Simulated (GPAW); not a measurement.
# SrNbO3 (Pm-3m): the O K absorption edge, part 2 of 2

Aim: the near-edge shape at the O K edge of SrNbO3 (Pm-3m), and what the core hole does to it.

GPAW 26.7.0; X-ray absorption from dipole matrix elements to empty bands, plane-wave PAW LDA.

So far. Step 5 (Spectrum with XCH, O atom 3): Main maxima below 24 eV (height): 0.8 eV (1.99), 3.4 eV (2.30), 10.2 eV (1.29) and 16.2 eV (1.03).  Step 5 (Spectrum with XCH, O atom 3): The total-energy difference is 535.30 eV. One term is added: -8.83 eV, since the hole is spin-paired here and a spin-polarised one costs that much less in the free atom (computed apart). The photon energy is then 526.47 eV.

### Step 8. Spectrum with XCH, O atom 3

Another set-up is tried: mixing parameter to 0.9 and limit of SCF steps to 50.

Contents of xas.py:

```python
import numpy as np
from ase import Atoms
from ase.parallel import parprint, paropen
from gpaw import GPAW, PW, FermiDirac, Mixer, MixerDif, setup_paths
from gpaw.test import gen
setup_paths.insert(0, '.')
gen('O', name='fch1s', xcname='LDA', corehole=(1, 0, 1), write_xml=True)
from gpaw.mpi import world
world.barrier()

atoms = Atoms('Nb4Sr4O12',
    cell=[[4.06968976, 4.06968976, 4.06968976],
     [-4.06968976, 4.06968976, -4.06968976],
     [-4.06968976, 4.06968976, 4.06968976]],
    scaled_positions=[[0, 0, 0],
     [0.5, 0.5, 0],
     [0, 0.5, 0.5],
     [0.5, 0, 0.5],
     [0.5, 0, 0],
     [0, 0.5, 0],
     [0.5, 0.5, 0.5],
     [0, 0, 0.5],
     [0.25, 0, 0.75],
     [0.75, 0.5, 0.75],
     [0.25, 0.5, 0.25],
     [0.75, 0, 0.25],
     [0, 0.75, 0.25],
     [0.5, 0.25, 0.25],
     [0, 0.25, 0.75],
     [0.5, 0.75, 0.75],
     [0.25, 0.25, 0],
     [0.75, 0.75, 0],
     [0.25, 0.75, 0.5],
     [0.75, 0.25, 0.5]],
    pbc=True)
atoms.calc = calc = GPAW(legacy_gpaw=True, mode=PW(500), xc='LDA', setups={8: 'fch1s'},
    kpts={'size': (4, 4, 4), 'gamma': True}, occupations=FermiDirac(0.1),
    charge=-1, mixer=Mixer(0.9, 5, 50), maxiter=50,
    convergence={'density': 0.0001}, txt='scf.txt')
energy = atoms.get_potential_energy() + calc.get_reference_energy()
ef = calc.get_fermi_level()
out = dict(energy=energy, fermi=ef, forces=atoms.get_forces().tolist())
parprint(f'all-electron energy {energy:.4f} eV, Fermi level {ef:.4f} eV')
ev = np.array([[calc.get_eigenvalues(k, s) for k in range(len(calc.get_ibz_k_points()))] for s in range(calc.get_number_of_spins())])
out['homo'], out['lumo'], out['counts'] = ev[ev < ef].max(), ev[ev > ef].min(), sorted(set((ev < ef).sum((0, 2)).tolist()))
out['filled'] = (ev[:, 0] < ef).sum(1).tolist()

from ase.units import Ha
from gpaw.xas import dipole_matrix_elements
nb = int(calc.get_number_of_electrons() / 2) + 183
top, nb = nb, nb + 8 + nb // 12
nscf = calc.fixed_density(kpts={'size': (4, 4, 4), 'gamma': True}, nbands=nb,
    convergence={'bands': top, 'eigenstates': 1e-5}, maxiter=60, txt='nscf.txt')
cell = atoms.cell.array
ops = [cell.T @ U.T @ np.linalg.inv(cell.T) for U in nscf.wfs.kd.symmetry.op_scc]
E = np.arange(-6, 34, 0.1)
fwhm = np.interp(E, [4, 25], [0.9, 3.5])
Y, X, zero, highest = 0, 0, 1e9, 1e9
for spin in range(nscf.get_number_of_spins()):
    wfs = nscf.wfs
    A = dipole_matrix_elements(wfs.setups[8])
    eps = np.zeros((wfs.kd.nibzkpts, nb))
    d = np.zeros((3, A.shape[1], wfs.kd.nibzkpts, nb), complex)
    for kpt in wfs.kpt_u:
        if kpt.s == spin and 8 in kpt.P_ani:
            eps[kpt.k] = kpt.eps_n * Ha
            d[:, :, kpt.k] = (kpt.weight * wfs.nspins / 2) ** 0.5 * np.inner(A, kpt.P_ani[8])
    world.sum(eps)
    world.sum(d)
    T = np.einsum('amkn,bmkn->abkn', d, d.conj()).real
    T = sum(np.einsum('ai,ijkn,bj->abkn', R, T, R) for R in ops) / len(ops)
    empty = eps > ef
    zero, highest = min(zero, eps[empty].min()), min(highest, eps[:, top - 1].min())
    lines = [(eps, T, empty)] if spin == 0 else lines + [(eps, T, empty)]
for eps, T, empty in lines:
    f = np.einsum('aakn->akn', T).reshape(3, -1)
    x = eps.ravel() - zero
    w = np.interp(x, E, fwhm) / 2.35482
    g = np.exp(-0.5 * ((E[:, None] - x) / w) ** 2) / (w * (2 * np.pi) ** 0.5)
    Y = Y + (f * empty.ravel()) @ g.T
    X = X + (f * ~empty.ravel()) @ g.T
out.update(E=E.round(2).tolist(), xas=Y.tolist(), xes=X.tolist(), zero=zero, valid=highest - zero, nk=len(eps), nb=nb)
for i in range(0, len(E), 10):
    parprint(f'{E[i]:7.2f}', *(f'{v:10.3e}' for v in Y[:, i]))
import json
with paropen('out.json', 'w') as f:
    json.dump(out, f)
```

The run is started by

```sh
OMP_NUM_THREADS=1 mpirun -n 4 gpaw python xas.py
```

Wall time 7.4 min (4 MPI ranks of Arm Neoverse V1, shared host); peak memory 0.72 GiB.

The risk here was that the mixing parameter is far too large, yet the run reaches the same energy as before to within 5 meV: the setting changed the path, not the result.

This run also has another mesh (4×4×4 against 6×6×6), so the 2 % r.m.s. difference can't be laid on the changed setting alone. The highest intensity below 16 eV goes from 3.4 eV (2.30) to 3.3 eV (2.31).

### Step 9. With and without the hole

Both curves are counted from their own zero, so only the shift of weight within the empty states shows.

```csv
E (eV),no hole,XCH
-2.0,0.00,0.00
-1.0,0.01,0.00
0.0,0.53,0.63
1.0,1.62,1.77
2.0,0.79,0.53
3.0,0.86,2.01
4.0,1.69,1.94
5.0,2.02,1.42
6.0,1.45,1.24
7.0,1.19,0.97
8.0,0.92,0.68
9.0,0.71,0.84
10.0,0.99,1.27
11.0,1.31,1.03
12.0,0.98,0.58
13.0,0.66,0.44
14.0,0.52,0.52
15.0,0.56,0.82
16.0,0.77,1.03
17.0,0.88,0.94
18.0,0.79,0.71
19.0,0.65,0.55
20.0,0.52,0.46
21.0,0.40,0.40
22.0,0.33,0.40
23.0,0.33,0.47
24.0,0.37,0.58
25.0,0.45,0.70
26.0,0.53,0.84
27.0,0.63,1.00
28.0,0.75,1.16
29.0,0.89,1.30
30.0,1.01,1.35
31.0,1.06,1.25
```

With each curve scaled to its own mean, the area from −2 to 6 eV with the hole is 8.9 against 8.2, and the centre of weight from −1 to 20 eV moves by -0.3 eV (first and strongest maxima below 20 eV: 1.2 eV (1.72), 5.0 eV (2.02) and 11.0 eV (1.31) without the hole, 0.8 eV (1.99), 3.4 eV (2.30) and 10.2 eV (1.29) with it); the shape changes all the same, by 34 % r.m.s.

### Step 10. Results

```json
{
  "absorber and edge": "O K, atom 3 of the ground-state input (counted from 1)",
  "surroundings": "2 Nb at 2.03 Å (linear, site symmetry 4/mmm)",
  "highest intensity below 16 eV": "3.4 eV above the zero, height 2.30",
  "photon energy of the zero, with the added terms": "526.5 eV (raw 535.3 eV; LDA puts this hole about 4 eV below PBE, itself good to a few eV)"
}
```

In words: The O K edge of atom 3, with 2 Nb at 2.03 Å (linear, site symmetry 4/mmm), has its highest intensity of the first 16 eV at 3.4 eV above the zero, near 530 eV in photon energy (LDA puts this hole about 4 eV below PBE, itself good to a few eV), 2.3 times the mean level of the first 20 eV (Gaussian full width 0.9 eV up to 4 eV, rising linearly to 3.5 eV at 25 eV). With each curve scaled to its own mean, the area from −2 to 6 eV with the hole is 8.9 against 8.2, and the centre of weight from −1 to 20 eV moves by -0.3 eV (first and strongest maxima below 20 eV: 1.2 eV (1.72), 5.0 eV (2.02) and 11.0 eV (1.31) without the hole, 0.8 eV (1.99), 3.4 eV (2.30) and 10.2 eV (1.29) with it); the shape changes all the same, by 34 % r.m.s. A cell with holes 4.1 Å apart changes the curve by 26 % r.m.s. (24 % after the best shift). 1 further run of this session is left out of this account as redundant. The primitive cell holds an odd number of electrons, so a spin-paired run has to come out metallic; that is right for a metal, but some such compounds are magnetic or distorted insulators. The structure is a computed Materials Project entry and may be a hypothetical form.

[Logs are printed without paths, hosts, clocks, repeated set-up lines and the standing remarks that a program may print on its own settings, such as how far it seeks lower states.]

[Hosts, paths, dates, database ids (printed as entryN), source tags and the programs' standing remarks are cut or masked in the printed files.]

[Lists of maxima count a maximum above −3 eV only where it reaches 4 % of the highest in the window and stands out from its surroundings by 2 % of it (1.5 % where it reaches 55 %); shoulders and weaker maxima are passed over, and of the rest the first, up to two pre-edge ones and the few strongest are named.]
